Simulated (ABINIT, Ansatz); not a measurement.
# Quasiparticle gap of WS2 (Tungstenite) in ABINIT

Wanted: ground state, empty states, screening and self-energy for WS2 (Tungstenite).

Main program and level: ABINIT 10.8.3; PBE and many-body steps on it, plane waves.

The database entry behind the starting cell differs from later determinations by our own check (an axis about 1.4 % long against later determinations), so it need not match the best structure at ambient conditions.

### 1. Set-up

It takes space group P6_3/mmc (No. 194, hexagonal). The conventional cell has a = 3.180 Å, b = 3.180 Å, c = 12.500 Å, α = 90.00°, β = 90.00°, γ = 120.00°. Nearest to W lie 6 S at 2.41 Å. Nearest to S lie 3 W at 2.41 Å. Farther neighbours and most contacts between anions are not listed.

The cell and positions come from the Crystallography Open Database and are kept as given unless a step says otherwise. Spin-orbit coupling is left out unless a step names it.

### 2. Ground state

This step: ABINIT 10.8.3; DFT, PBE, plane waves, norm-conserving pseudopotentials.

The ground-state density comes first.

The input, run.abi:

```
acell 3*1.0 Angstrom
rprim 
  3.179999999980 0.000000000005 0.000000000000
  -1.589999999994 2.753960784015 0.000000000000
  0.000000000000 0.000000000000 12.500000000000
ntypat 2
znucl 74 16
natom 6
typat 1 1 2 2 2 2
xred 
  0.333333333333 0.666666666667 0.250000000000
  0.666666666667 0.333333333333 0.750000000000
  0.333333333333 0.666666666667 0.625000000000
  0.666666666667 0.333333333333 0.125000000000
  0.333333333333 0.666666666667 0.875000000000
  0.666666666667 0.333333333333 0.375000000000
pp_dirpath "pseudos"
pseudos "W.upf, S.upf"
ecut 31
ngkpt 6 6 2
nshiftk 1
shiftk 0 0 0
kptopt 1
chksymbreak 0
nband 33
occopt 1
tolvrs 1e-10
nstep 60
prtwf 0
optforces 0
optstress 0
indata_prefix "in"
outdata_prefix "out"
tmpdata_prefix "tmp"
```

Command:

```
> OMP_NUM_THREADS=1 mpirun -n 4 abinit run.abi > log
```

Numbers of over 12 decimals in the logs are rounded to 6 here.

The log of the run:

```text
.Version 10.8.3 of ABINIT. v10.8.2 released Aug 2026.

 Symmetries : space group P6_3/m m c (#194); Bravais hP (primitive hexag.)
================================================================================
 Values of the parameters that define the memory need of the present run
     intxc =       0    ionmov =       0      iscf =       7    lmnmax =       8
     lnmax =       8     mgfft =     120  mpssoang =       4    mqgrid =    5921
     natom =       6  nloc_mem =       1    nspden =       1   nspinor =       1
    nsppol =       1      nsym =      24    n1xccc =    2501    ntypat =       2
    occopt =       1   xclevel =       2
-    mband =          33        mffmem =           1         mkmem =           4
       mpw =        6135          nfft =      122880          nkpt =          14
================================================================================
  Rough estimation (10% accuracy) of disk space for files :
================================================================================

--------------------------------------------------------------------------------
------------- Echo of variables that govern the present computation ------------
--------------------------------------------------------------------------------
 -outvars: echo values of preprocessed input variables --------
            acell      1.8897261259E+00  1.8897261259E+00  1.8897261259E+00 Bohr

      chksymbreak           0
             ecut      3.10000000E+01 Hartree
-          fftalg         312

              ixc     -101130
              kpt      0.00000000E+00  0.00000000E+00  0.00000000E+00
                       1.66666667E-01  0.00000000E+00  0.00000000E+00
                       3.33333333E-01  0.00000000E+00  0.00000000E+00
                       5.00000000E-01  0.00000000E+00  0.00000000E+00
                       1.66666667E-01  1.66666667E-01  0.00000000E+00
                       3.33333333E-01  1.66666667E-01  0.00000000E+00
                       3.33333333E-01  3.33333333E-01  0.00000000E+00
                       0.00000000E+00  0.00000000E+00  5.00000000E-01
                       1.66666667E-01  0.00000000E+00  5.00000000E-01
                       3.33333333E-01  0.00000000E+00  5.00000000E-01
                       5.00000000E-01  0.00000000E+00  5.00000000E-01
[...]
kptrlatt        6    0    0      0    6    0      0    0    2
          kptrlen      3.60559745E+01
P           mkmem           4
            natom           6
            nband          33
            ngfft          32      32     120
             nkpt          14
            nstep          60
             nsym          24
           ntypat           2
              occ      2.000000  2.000000  2.000000  2.000000  2.000000  2.000000
                       2.000000  2.000000  2.000000  2.000000  2.000000  2.000000
                       2.000000  2.000000  2.000000  2.000000  2.000000  2.000000
                       2.000000  2.000000  2.000000  2.000000  2.000000  2.000000
                       2.000000  2.000000  0.000000  0.000000  0.000000  0.000000
[...]
optforces           0
        optstress           0
            prtwf           0
            rprim      3.1800000000E+00  5.0000000000E-12  0.0000000000E+00
[...]
spgroup         194

           tolvrs      1.00000000E-10

             xred      3.3333333333E-01  6.6666666667E-01  2.5000000000E-01
[...]
znucl       74.00000   16.00000

================================================================================

 chkinp: Checking input parameters for consistency.

================================================================================
== DATASET  1 ==================================================================
-   mpi_nproc: 4, omp_nthreads: 1 (-1 if OMP is not activated)

--- !DatasetInfo
iteration_state: {dtset: 1, }
dimensions: {natom: 6, nkpt: 14, mband: 33, nsppol: 1, nspinor: 1, nspden: 1, mpw: 6135, }
cutoff_energies: {ecut:  31.0, pawecutdg:  -1.0, }
electrons: {nelect:   5.20000000E+01, charge:   0.00000000E+00, occopt:   1.00000000E+00, tsmear:   1.00000000E-02, }

 Real(R)+Recip(G) space primitive vectors, cartesian coordinates (Bohr,Bohr^-1):
 R(1)=  6.0093291  0.0000000  0.0000000  G(1)=  0.1664079  0.0960757  0.0000000
 R(2)= -3.0046645  5.2042316  0.0000000  G(2)=  0.0000000  0.1921513  0.0000000
 R(3)=  0.0000000  0.0000000 23.6215766  G(3)=  0.0000000  0.0000000  0.0423342
 Unit cell volume ucvol=  7.3873978E+02 bohr^3
 Angles (23,13,12)=  9.00000000E+01  9.00000000E+01  1.20000000E+02 degrees

 getcut: wavevector=  0.0000  0.0000  0.0000  ngfft=  32  32 120
         ecut(hartree)=     31.000   => boxcut(ratio)=   2.02687

--- Pseudopotential description ------------------------------------------------
- W Generated using ONCVPSP code by D. R. Hamann
- 74.00000  14.00000  171031                  znucl, zion, pspdat
12 -101130 3 -1 1396                          pspcod,pspxc,lmax,lloc,mmax
     nproj     2     2     2     2
  pspatm : epsatm=   11.70739509
         --- l  ekb(1:nproj) -->
[...]
pspatm: atomic psp has been read  and splines computed

- S Generated using ONCVPSP code by D. R. Hamann
- 16.00000   6.00000  171031                  znucl, zion, pspdat
12 -101130 2 -1 1146                          pspcod,pspxc,lmax,lloc,mmax
     nproj     2     2     2     0
  pspatm : epsatm=    9.01821529
         --- l  ekb(1:nproj) -->
[...]
pspatm: atomic psp has been read  and splines computed

   3.09335787E+03                                ecore*ucvol(ha*bohr**3)
--------------------------------------------------------------------------------

_setup2: Arith. and geom. avg. npw (full set) are    6089.236    6089.179

================================================================================

--- !BeginCycle
iteration_state: {dtset: 1, }
solver: {iscf: 7, nstep: 60, nline: 4, wfoptalg: 0, }
tolerances: {tolvrs: 1.00E-10, }

     iter   Etot(hartree)      deltaE(h)  residm     vres2
 ETOT  1  -195.84044828322    -1.958E+02 8.988E-02 1.928E+02
 ETOT  2  -195.87178589941    -3.134E-02 3.548E-02 1.475E+03
 ETOT  3  -196.03047748826    -1.587E-01 4.414E-03 1.081E+01
 ETOT  4  -196.03149164798    -1.014E-03 3.061E-03 2.965E+00
 ETOT  5  -196.03165257722    -1.609E-04 2.525E-03 2.019E-02
 ETOT  6  -196.03165482508    -2.248E-06 2.101E-03 1.119E-02
 ETOT  7  -196.03165542620    -6.011E-07 1.312E-03 9.620E-05
 ETOT  8  -196.03165543464    -8.443E-09 1.604E-03 7.575E-07
 ETOT  9  -196.03165543476    -1.160E-10 8.030E-04 1.153E-07
 ETOT 10  -196.03165543478    -2.004E-11 8.931E-04 7.026E-10
 ETOT 11  -196.03165543478     1.990E-13 7.036E-04 1.781E-10
 ETOT 12  -196.03165543477     2.132E-12 6.986E-04 4.009E-12

 At SCF step   12       vres2   =  4.01E-12 < tolvrs=  1.00E-10 =>converged.

--- !ResultsGS
iteration_state: {dtset: 1, }
comment   : Summary of ground state results
lattice_vectors:
- [  6.0093291,   0.0000000,   0.0000000, ]
- [ -3.0046645,   5.2042316,   0.0000000, ]
- [  0.0000000,   0.0000000,  23.6215766, ]
lattice_lengths: [   6.00933,    6.00933,   23.62158, ]
lattice_angles: [ 90.000,  90.000, 120.000, ] # degrees, (23, 13, 12)
lattice_volume:   7.3873978E+02
convergence: {deltae:  2.132E-12, res2:  4.009E-12, residm:  6.986E-04, diffor:  0.000E+00, }
etotal    :  -1.96031655E+02
entropy   :   0.00000000E+00
fermie    :   3.33375683E-01
cartesian_stress_tensor: null
pressure_GPa: null
xred      :
- [  3.3333E-01,   6.6667E-01,   2.5000E-01,  W]
- [  6.6667E-01,   3.3333E-01,   7.5000E-01,  W]
- [  3.3333E-01,   6.6667E-01,   6.2500E-01,  S]
- [  6.6667E-01,   3.3333E-01,   1.2500E-01,  S]
- [  3.3333E-01,   6.6667E-01,   8.7500E-01,  S]
- [  6.6667E-01,   3.3333E-01,   3.7500E-01,  S]
cartesian_forces: null
force_length_stats: {min: null, max: null, mean: null, }

 Integrated electronic density in atomic spheres:
 ------------------------------------------------
 Atom  Sphere_radius  Integrated_density
[...]
================================================================================

 ----iterations are completed or convergence reached----

 Mean square residual over all n,k,spin=   35.733E-07; max=  69.859E-05
 reduced coordinates (array xred) for    6 atoms
[...]
0.666666666667      0.333333333333      0.750000000000
       0.333333333333      0.666666666667      0.625000000000
       0.666666666667      0.333333333333      0.125000000000
       0.333333333333      0.666666666667      0.875000000000
       0.666666666667      0.333333333333      0.375000000000
 rms dE/dt=  0.0000E+00; max dE/dt=  0.0000E+00; dE/dt below (all hartree)
    1       0.000000000000      0.000000000000      0.000000000000
    2       0.000000000000      0.000000000000      0.000000000000
    3       0.000000000000      0.000000000000      0.000000000000
    4       0.000000000000      0.000000000000      0.000000000000
    5       0.000000000000      0.000000000000      0.000000000000
    6       0.000000000000      0.000000000000      0.000000000000

 cartesian coordinates (angstrom) at end:
    1     -2.67e-12     1.835974     3.125000
    2      1.590000     0.917987     9.375000
    3     -2.67e-12     1.835974     7.812500
    4      1.590000     0.917987     1.562500
    5     -2.67e-12     1.835974    10.937500
    6      1.590000     0.917987     4.687500
 length scales=  1.889726125908  1.889726125908  1.889726125908 bohr
              =  1.000000000000  1.000000000000  1.000000000000 angstroms
 prteigrs : about to open file out_EIG
 Fermi (or HOMO) energy (hartree) =   0.33338   Average Vxc (hartree)=  -0.40338
 Eigenvalues (hartree) for nkpt=  14  k points:
 kpt#   1, nband= 33, wtk=  0.01389, kpt=  0.0000  0.0000  0.0000 (reduced coord)
  -2.41039   -2.41039   -1.09637   -1.09637   -1.09049   -1.09049   -1.09049   -1.09049
  -0.23756   -0.23079   -0.17983   -0.16678    0.05852    0.09205    0.19894    0.20362
   0.20362    0.20405    0.20405    0.24862    0.24862    0.25018    0.25018    0.27554
   0.29341    0.33338    0.41589    0.41590    0.41617    0.41686    0.41942    0.42450
   0.42498
 prteigrs : prtvol=0 or 1, do not print more k-points.

--- !EnergyTerms
iteration_state     : {dtset: 1, }
comment             : Components of total free energy in Hartree
kinetic             :  5.62125947349890E+01
hartree             :  5.34434316888692E+01
xc                  : -4.59193790446479E+01
Ewald energy        : -1.17148133687695E+02
psp_core            :  4.18734437665154E+00
local_psp           : -1.77980305051434E+02
non_local_psp       :  3.11727915484932E+01
total_energy        : -1.96031655434773E+02
total_energy_eV     : -5.33429309247468E+03
band_energy         : -1.87776300820342E+01

== END DATASET(S) ==============================================================
================================================================================

 -outvars: echo values of variables after computation  --------
           etotal     -1.9603165543E+02
            nband          33
             nkpt          14
          spgroup         194
 [... the other variables as echoed above ...]

 Calculation completed.
```

Wall time 33 s (4 MPI ranks of Intel Xeon Platinum 8488C (Sapphire Rapids), shared host); peak memory 0.42 GiB; 2.2 min of CPU time.

Numbers from this step:

```
total energy               : -5334.2931 eV
gap                        : 1.050 eV
k of the valence top       : 0, 0, 0
k of the conduction bottom : 0.1667, 0.1667, 0
least direct gap           : 1.737 eV
```

The gap is indirect, with the least direct gap 0.69 eV higher.

### 3. Empty states on the mesh, 3×3×1 mesh, 111 bands

The sums over transitions need many empty states on a uniform mesh; this step solves for them.

run.abi: that of step 2 with these lines changed.

```diff
@@ -19,3 +19,3 @@
 ecut 31
-ngkpt 6 6 2
+ngkpt 3 3 1
 nshiftk 1
@@ -24,9 +24,10 @@
 chksymbreak 0
-nband 33
-occopt 1
-tolvrs 1e-10
+iscf -2
+irdden 1
+istwfk *1
+nband 111
+nbdbuf 10
+tolwfr 1e-09
 nstep 60
-prtwf 0
-optforces 0
-optstress 0
+prtvol 0
 indata_prefix "in"
```

The log of the run:

```text
.Version 10.8.3 of ABINIT. v10.8.2 released Aug 2026.

 Symmetries : space group P6_3/m m c (#194); Bravais hP (primitive hexag.)
[... echo of the input left out ...]
== DATASET  1 ==================================================================
-   mpi_nproc: 4, omp_nthreads: 1 (-1 if OMP is not activated)
-    --> not optimal distribution: autoparal keyword recommended in input file <--

--- !DatasetInfo
iteration_state: {dtset: 1, }
dimensions: {natom: 6, nkpt: 3, mband: 111, nsppol: 1, nspinor: 1, nspden: 1, mpw: 6137, }
cutoff_energies: {ecut:  31.0, pawecutdg:  -1.0, }
electrons: {nelect:   5.20000000E+01, charge:   0.00000000E+00, occopt:   1.00000000E+00, tsmear:   1.00000000E-02, }

 Real(R)+Recip(G) space primitive vectors, cartesian coordinates (Bohr,Bohr^-1):
 R(1)=  6.0093291  0.0000000  0.0000000  G(1)=  0.1664079  0.0960757  0.0000000
 R(2)= -3.0046645  5.2042316  0.0000000  G(2)=  0.0000000  0.1921513  0.0000000
 R(3)=  0.0000000  0.0000000 23.6215766  G(3)=  0.0000000  0.0000000  0.0423342
 Unit cell volume ucvol=  7.3873978E+02 bohr^3
 Angles (23,13,12)=  9.00000000E+01  9.00000000E+01  1.20000000E+02 degrees

 getcut: wavevector=  0.0000  0.0000  0.0000  ngfft=  32  32 120
         ecut(hartree)=     31.000   => boxcut(ratio)=   2.02687

--- Pseudopotential description ------------------------------------------------
- W Generated using ONCVPSP code by D. R. Hamann
- 74.00000  14.00000  171031                  znucl, zion, pspdat
12 -101130 3 -1 1396                          pspcod,pspxc,lmax,lloc,mmax
     nproj     2     2     2     2
  pspatm : epsatm=   11.70739509
         --- l  ekb(1:nproj) -->
             0   12.992056    1.844411
             1    9.080024    1.409692
             2    4.470007    0.514403
[...]
pspatm: atomic psp has been read  and splines computed

- S Generated using ONCVPSP code by D. R. Hamann
- 16.00000   6.00000  171031                  znucl, zion, pspdat
12 -101130 2 -1 1146                          pspcod,pspxc,lmax,lloc,mmax
     nproj     2     2     2     0
  pspatm : epsatm=    9.01821529
         --- l  ekb(1:nproj) -->
[...]
pspatm: atomic psp has been read  and splines computed

--------------------------------------------------------------------------------

================================================================================
 prteigrs : about to open file out_EIG
 Non-SCF case, kpt    1 (  0.00000  0.00000  0.00000), residuals and eigenvalues=
  5.32E-10  4.31E-10  7.53E-10  7.67E-10  4.31E-10  9.37E-10  5.77E-10  7.49E-10
  2.54E-10  8.65E-10  1.93E-10  1.91E-10  9.96E-10  4.77E-10  3.10E-10  4.16E-10
  5.92E-10  2.86E-10  7.93E-10  2.49E-10  9.01E-10  1.51E-10  4.19E-10  4.41E-10
[...]
1.31E-08  1.39E-07  6.65E-07  2.81E-07  5.61E-07  1.82E-07  1.14E-04
 -2.4104E+00 -2.4104E+00 -1.0964E+00 -1.0964E+00 -1.0905E+00 -1.0905E+00
 -1.0905E+00 -1.0905E+00 -2.3756E-01 -2.3079E-01 -1.7983E-01 -1.6678E-01
  5.8525E-02  9.2054E-02  1.9894E-01  2.0362E-01  2.0362E-01  2.0405E-01
[...]
1.6105E+00  1.6179E+00  1.6179E+00  1.6318E+00  1.6332E+00  1.6332E+00
  1.6405E+00  1.6405E+00  1.6942E+00  1.6942E+00  1.7173E+00  1.7177E+00
[...]
prteigrs : prtvol=0 or 1, do not print more k-points.

--- !ResultsGS
iteration_state: {dtset: 1, }
comment   : Summary of ground state results
lattice_vectors:
- [  6.0093291,   0.0000000,   0.0000000, ]
- [ -3.0046645,   5.2042316,   0.0000000, ]
- [  0.0000000,   0.0000000,  23.6215766, ]
lattice_lengths: [   6.00933,    6.00933,   23.62158, ]
lattice_angles: [ 90.000,  90.000, 120.000, ] # degrees, (23, 13, 12)
lattice_volume:   7.3873978E+02
convergence: {deltae:  0.000E+00, res2:  0.000E+00, residm:  9.985E-10, diffor:  0.000E+00, }
etotal    :  -1.96031655E+02
entropy   :   0.00000000E+00
fermie    :   3.33375683E-01
cartesian_stress_tensor: null
pressure_GPa: null
xred      :
- [  3.3333E-01,   6.6667E-01,   2.5000E-01,  W]
- [  6.6667E-01,   3.3333E-01,   7.5000E-01,  W]
- [  3.3333E-01,   6.6667E-01,   6.2500E-01,  S]
- [  6.6667E-01,   3.3333E-01,   1.2500E-01,  S]
- [  3.3333E-01,   6.6667E-01,   8.7500E-01,  S]
- [  6.6667E-01,   3.3333E-01,   3.7500E-01,  S]
cartesian_forces: null
force_length_stats: {min: null, max: null, mean: null, }

 Integrated electronic density in atomic spheres:
 ------------------------------------------------
 Atom  Sphere_radius  Integrated_density
[...]
================================================================================

 ----iterations are completed or convergence reached----

 Mean square residual over all n,k,spin=   52.986E-11; max=  99.846E-11
 reduced coordinates (array xred) for    6 atoms
[...]
0.333333333333      0.666666666667      0.875000000000
       0.666666666667      0.333333333333      0.375000000000

 cartesian coordinates (angstrom) at end:
    1     -2.67e-12     1.835974     3.125000
    2      1.590000     0.917987     9.375000
    3     -2.67e-12     1.835974     7.812500
    4      1.590000     0.917987     1.562500
    5     -2.67e-12     1.835974    10.937500
    6      1.590000     0.917987     4.687500
 length scales=  1.889726125908  1.889726125908  1.889726125908 bohr
              =  1.000000000000  1.000000000000  1.000000000000 angstroms
 prteigrs : about to open file out_EIG
 Eigenvalues (hartree) for nkpt=   3  k points:
 kpt#   1, nband=111, wtk=  0.11111, kpt=  0.0000  0.0000  0.0000 (reduced coord)
[...]
1.48223    1.48223    1.51815    1.51815    1.54900    1.60150    1.60597    1.60597
   1.61051    1.61788    1.61788    1.63181    1.63317    1.63317    1.64048    1.64048
   1.69423    1.69423    1.71731    1.71770    1.71791    1.74984    1.74999
 prteigrs : prtvol=0 or 1, do not print more k-points.

== END DATASET(S) ==============================================================
================================================================================

 -outvars: echo values of variables after computation  --------
            nband         111
             nkpt           3
          spgroup         194
 [... the other variables as echoed above ...]

 Calculation completed.
```

Wall time 25 s (4 MPI ranks); peak memory 0.36 GiB.

This step gave:

```
gap                                                           : 1.175 eV
k of the valence top                                          : 0, 0, 0
k of the conduction bottom                                    : 0.3333, 0.3333, 0
least direct gap                                              : 1.737 eV
k points computed                                             : 3
lowest point of the top converged band, above the valence top : 35.37 eV
```

On this mesh the gap is 1.175 eV. The earlier step found 1.050 eV, so this mesh misses an edge.

[end of part 1 of 2]

[Paths, hosts, dates, memory and timing lines, banners, echoed tables and standing remarks are left out of the program output.]

[Logs are printed without paths, hosts, clocks, repeated set-up lines and the standing remarks that a program may print on its own settings, such as how far it seeks lower states.]

[Runs of the session that timed out or met a known fault of the program may be left out.]

[Hosts, paths, dates, database ids (printed as entryN), source tags and the programs' standing remarks are cut or masked in the printed files.]

[G0W0 gaps are taken among the corrected bands and points alone; a level outside them can change the order at an edge.]

[Where Ansatz stands beside ABINIT at settings called matched, ABINIT's density can come from a denser mesh and the files from another edition; pairs whose starting gaps differed by over 0.03 eV were left out, so agreement reads better than it is.]
